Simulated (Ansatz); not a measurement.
**ThSiO4 (I4_1/amd): phonons and vibrational spectra**

Aim: the vibrations of ThSiO4 (I4_1/amd), their spectra, and whether the structure is stable.

Method: DFT PBEsol, scalar-relativistic, plane waves, PAW, in Ansatz 0.2.0.

## 1. Starting point

Symmetry: I4_1/amd, No. 141, tetragonal system. Conventional cell: a = 7.148 Å, b = 7.148 Å, c = 6.309 Å, α = 90.00°, β = 90.00°, γ = 90.00°. Nearest to Th lie 8 O at 2.46 to 2.56 Å. Si has 4 O at 1.51 Å nearest. Nearest to O lie 1 Si at 1.51 Å and 2 Th at 2.46 to 2.56 Å. Farther neighbours and most contacts between anions are not listed.

## 2. Coarse relaxation

A rough relaxation comes first, because large forces or stress need no tight tolerances yet.

input.yaml

```yaml
crystal:
  lattice:
    - [-3.574, 3.574, 3.1545]
    - [3.574, -3.574, 3.1545]
    - [3.574, 3.574, -3.1545]
  atoms:
    - { symbol: Th, position: [0.0, 0.0, 0.0] }
    - { symbol: Th, position: [0.75, 0.25, 0.5] }
    - { symbol: Si, position: [0.5, 0.5, 0.0] }
    - { symbol: Si, position: [0.25, 0.75, 0.5] }
    - { symbol: O, position: [0.526, 0.357, 0.169] }
    - { symbol: O, position: [0.107, 0.438, 0.331] }
    - { symbol: O, position: [0.188, 0.357, 0.831] }
    - { symbol: O, position: [0.107, 0.776, 0.669] }
    - { symbol: O, position: [0.224, 0.893, 0.331] }
    - { symbol: O, position: [0.643, 0.474, 0.831] }
    - { symbol: O, position: [0.562, 0.893, 0.669] }
    - { symbol: O, position: [0.643, 0.812, 0.169] }
kpoints:
  mp_grid: { grid: [4, 4, 4] }
hamiltonian:
  xc: pbesol
scf:
  occupations: { method: gaussian, width: 0.1 }
output:
  forces: true
  stress: true
  eigenvalues: true
relax:
  adjacent_minimum: "off"
  f_tol: 0.05
  max_steps: 80
  cell: { stress_tol: 0.5, fix: [volume] }
```

Launch:

```
ansatz run input.yaml --threads 16 --pin off --max-ram 61440MiB --backend cuda --events-out ev --progress --plain --runs-dir out
```

Numbers of over 12 decimals in the logs are rounded to 6 here.

The log of the run:

```text
The last accepted step is kept in <dir> (removed where the run ends without a failure and the disk answers)
Engine: ansatz 0.2.0, aarch64-unknown-linux-gnu
Pseudopotentials: kind: paw
Pseudopotential: Th, paw, valence charge 12, recommended cutoff 420 eV (normal), Th.paw.azcp
Pseudopotential: Si, paw, valence charge 4, recommended cutoff 420 eV (normal), Si.paw.azcp
Pseudopotential: O, paw, valence charge 6, recommended cutoff 420 eV (normal), O.paw.azcp
Functional definition: PBEsol
  exchange = pbesol_x
  correlation = pbesol_c
[...]
- { symbol: Th, position: [0.75, 0.250000, 0.5] }
    - { symbol: Si, position: [0.500000, 0.500000, 0] }
    - { symbol: Si, position: [0.250000, 0.75, 0.5] }
    - { symbol: O, position: [0.509921, 0.332980, 0.176941] }
    - { symbol: O, position: [0.082980, 0.406040, 0.323059] }
    - { symbol: O, position: [0.156040, 0.332980, 0.823059] }
    - { symbol: O, position: [0.082980, 0.759921, 0.676941] }
    - { symbol: O, position: [0.240079, 0.917020, 0.323059] }
    - { symbol: O, position: [0.667020, 0.490079, 0.823059] }
    - { symbol: O, position: [0.593960, 0.917020, 0.676941] }
    - { symbol: O, position: [0.667020, 0.843960, 0.176941] }
```

It took 3.6 s on 1 × NVIDIA GB200 with 16 threads of Arm Neoverse V2, shared host; peak memory 1.1 GiB; 12 s of CPU time.

Step by step:

```csv
step,energy less that of the first step (eV),largest force component (eV/Å),pressure (GPa),volume (Å³)
1,0.0000,5.9325,14.80,161.18
2,-2.9752,2.3515,7.88,161.18
3,-4.0660,0.8972,1.23,161.18
4,-4.2591,0.1248,-1.23,161.18
5,-4.2623,0.0035,-1.10,161.18
6,-4.2624,0.0036,-1.08,161.18
```

The log counts 1 steps on a newly chosen plane-wave basis, not all of them marked here; energy and pressure can jump at such steps.

Forces are held to the 16 operations that the run works with; a distortion that breaks them can't arise in this run.

| conventional cell, symmetrised | before | after | change |
| --- | --- | --- | --- |
| a (Å) | 7.148 | 7.148 | -0.0 % |
| b (Å) | 7.148 | 7.148 | -0.0 % |
| c (Å) | 6.309 | 6.309 | +0.0 % |
| volume (Å³/atom) | 13.43 | 13.43 | +0.0 % |

The atoms that moved most (Å, as changes of fractional coordinates times the final cell):

```
atom      dx      dy      dz  length
  O8   0.057   0.000  -0.152   0.162
  O5   0.000   0.057  -0.152   0.162
  O7   0.000  -0.057  -0.152   0.162
  O6  -0.057   0.000  -0.152   0.162
 O10  -0.057   0.000   0.152   0.162
  O9   0.000  -0.057   0.152   0.162
 O11   0.000   0.057   0.152   0.162
 O12   0.057   0.000   0.152   0.162
```

This step gave:

```yaml
pressure: -1.082 GPa
gap_on_the_k_mesh: 4.959 eV
volume_per_atom: 13.43 Å³
direct_gap_on_mesh: 5.042 eV
```

In this step the volume went from 13.43 to 13.43 Å³/atom.

## 3. Relaxation

The volume is held at the value of the starting cell, while the atoms and the shape relax as far as symmetry allows.

input.yaml

```yaml
crystal:
  lattice:
    - [-3.5738926994, 3.5738926994, 3.1546894208]
    - [3.5738926994, -3.5738926994, 3.1546894208]
    - [3.5738926994, 3.5738926994, -3.1546894208]
  atoms:
    - { symbol: Th, position: [0.0, 0.0, 0.0] }
    - { symbol: Th, position: [0.75, 0.25, 0.5] }
    - { symbol: Si, position: [0.5, 0.5, 0.0] }
    - { symbol: Si, position: [0.25, 0.75, 0.5] }
    - { symbol: O, position: [0.5099207966, 0.3329802164, 0.1769405802] }
    - { symbol: O, position: [0.0829802164, 0.4060396363, 0.3230594198] }
    - { symbol: O, position: [0.1560396363, 0.3329802164, 0.8230594198] }
    - { symbol: O, position: [0.0829802164, 0.7599207966, 0.6769405802] }
    - { symbol: O, position: [0.2400792034, 0.9170197836, 0.3230594198] }
    - { symbol: O, position: [0.6670197836, 0.4900792034, 0.8230594198] }
    - { symbol: O, position: [0.5939603637, 0.9170197836, 0.6769405802] }
    - { symbol: O, position: [0.6670197836, 0.8439603637, 0.1769405802] }
kpoints:
  mp_grid: { grid: [4, 4, 4] }
hamiltonian:
  xc: pbesol
scf:
  occupations: { method: gaussian, width: 0.02 }
output:
  forces: true
  stress: true
  eigenvalues: true
relax:
  adjacent_minimum: "off"
  f_tol: 0.005
  max_steps: 80
  cell: { stress_tol: 0.05, fix: [volume] }
```

The log of the run:

```text
[...]
Crystal: 12 atoms, lattice volume = 161.176 Å³
Basis set: ecut = 420 eV, 3127 PW (Γ), exchange–correlation on 80×80×80 points (8 copies of the dense FFT grid, shifted against one another)
Bands: 52, of which v1, the nominal top of the filled ones, is band 40 counted from 1 (39 counted from 0)
Symmetry: 16 space group operations
[...]
- { symbol: O, position: [0.082980216425, 0.406040, 0.323059] }
    - { symbol: O, position: [0.15603963625, 0.332980216425, 0.823059] }
    - { symbol: O, position: [0.082980, 0.7599207966, 0.676941] }
    - { symbol: O, position: [0.240079, 0.917020, 0.323059] }
    - { symbol: O, position: [0.667019783575, 0.4900792034, 0.823059] }
    - { symbol: O, position: [0.593960, 0.917020, 0.676941] }
    - { symbol: O, position: [0.667020, 0.843960, 0.176941] }
[key lines of the parts left out:]
SCF converged after 6 iterations
Free energy (F): -31862.503856 eV
Fermi energy:    10.027346 eV
P = ⅓ Tr σ = -1.0818 GPa (-10.818 kbar)
```

The job ended after 1.8 s (1 × NVIDIA GB200 with 16 threads; peak memory 1.1 GiB; 5 s of CPU time).

Little changed from the start: no atom moved by 0.005 Å and no cell edge by 0.1 %.

In this step the volume went from 13.43 to 13.43 Å³/atom.

## 4. Tight relaxation

At the same fixed volume the relaxation is repeated with tight tolerances, on the k mesh and occupations of the phonon run that follows.

input.yaml: that of step 3 with these lines changed.

```diff
@@ -11,4 +11,4 @@
     - { symbol: O, position: [0.5099207966, 0.3329802164, 0.1769405802] }
-    - { symbol: O, position: [0.0829802164, 0.4060396363, 0.3230594198] }
-    - { symbol: O, position: [0.1560396363, 0.3329802164, 0.8230594198] }
+    - { symbol: O, position: [0.0829802164, 0.4060396362, 0.3230594198] }
+    - { symbol: O, position: [0.1560396362, 0.3329802164, 0.8230594198] }
     - { symbol: O, position: [0.0829802164, 0.7599207966, 0.6769405802] }
@@ -23,3 +23,3 @@
 scf:
-  occupations: { method: gaussian, width: 0.02 }
+  occupations: { method: fixed }
 output:
@@ -30,4 +30,4 @@
   adjacent_minimum: "off"
-  f_tol: 0.005
-  max_steps: 80
-  cell: { stress_tol: 0.05, fix: [volume] }
+  f_tol: 0.001
+  max_steps: 60
+  cell: { stress_tol: 0.01, fix: [volume] }
```

The log of the run:

```text
[...]
Crystal: 12 atoms, lattice volume = 161.176 Å³
Basis set: ecut = 420 eV, 3127 PW (Γ), exchange–correlation on 80×80×80 points (8 copies of the dense FFT grid, shifted against one another)
Bands: 52, of which v1, the nominal top of the filled ones, is band 40 counted from 1 (39 counted from 0)
Symmetry: 16 space group operations
[...]
k-points: 13 of 64
[...]
- { symbol: Si, position: [0.500000, 0.500000, 0] }
    - { symbol: Si, position: [0.250000, 0.750000, 0.500000] }
    - { symbol: O, position: [0.509809, 0.332913, 0.176896] }
    - { symbol: O, position: [0.082913, 0.406017, 0.323104] }
    - { symbol: O, position: [0.156017, 0.332913, 0.823104] }
    - { symbol: O, position: [0.082913, 0.759809, 0.676896] }
    - { symbol: O, position: [0.240191, 0.917087, 0.323104] }
    - { symbol: O, position: [0.667087, 0.490191, 0.823104] }
    - { symbol: O, position: [0.593983, 0.917087, 0.676896] }
    - { symbol: O, position: [0.667087, 0.843983, 0.176896] }
[key lines of the parts left out:]
SCF converged after 6 iterations
P = ⅓ Tr σ = -1.0622 GPa (-10.622 kbar)
```

Wall time 3.1 s (1 × NVIDIA GB200 with 16 threads); peak memory 1.1 GiB.

Little changed from the start: no atom moved by 0.005 Å and no cell edge by 0.1 %.

This step gave:

```
pressure           : -1.062 GPa
gap on the k-mesh  : 4.961 eV
direct gap on mesh : 5.045 eV
```

The largest force component left is 0.49 meV/Å. The volume is held at 13.43 Å³/atom, so a pressure of -1.06 GPa remains at this level.

(Part 1 of 3 ends here.)

[Logs are printed without paths, hosts, clocks, repeated set-up lines and the standing remarks that a program may print on its own settings, such as how far it seeks lower states.]

[Hosts, paths, dates, database ids (printed as entryN), source tags and the programs' standing remarks are cut or masked in the printed files.]
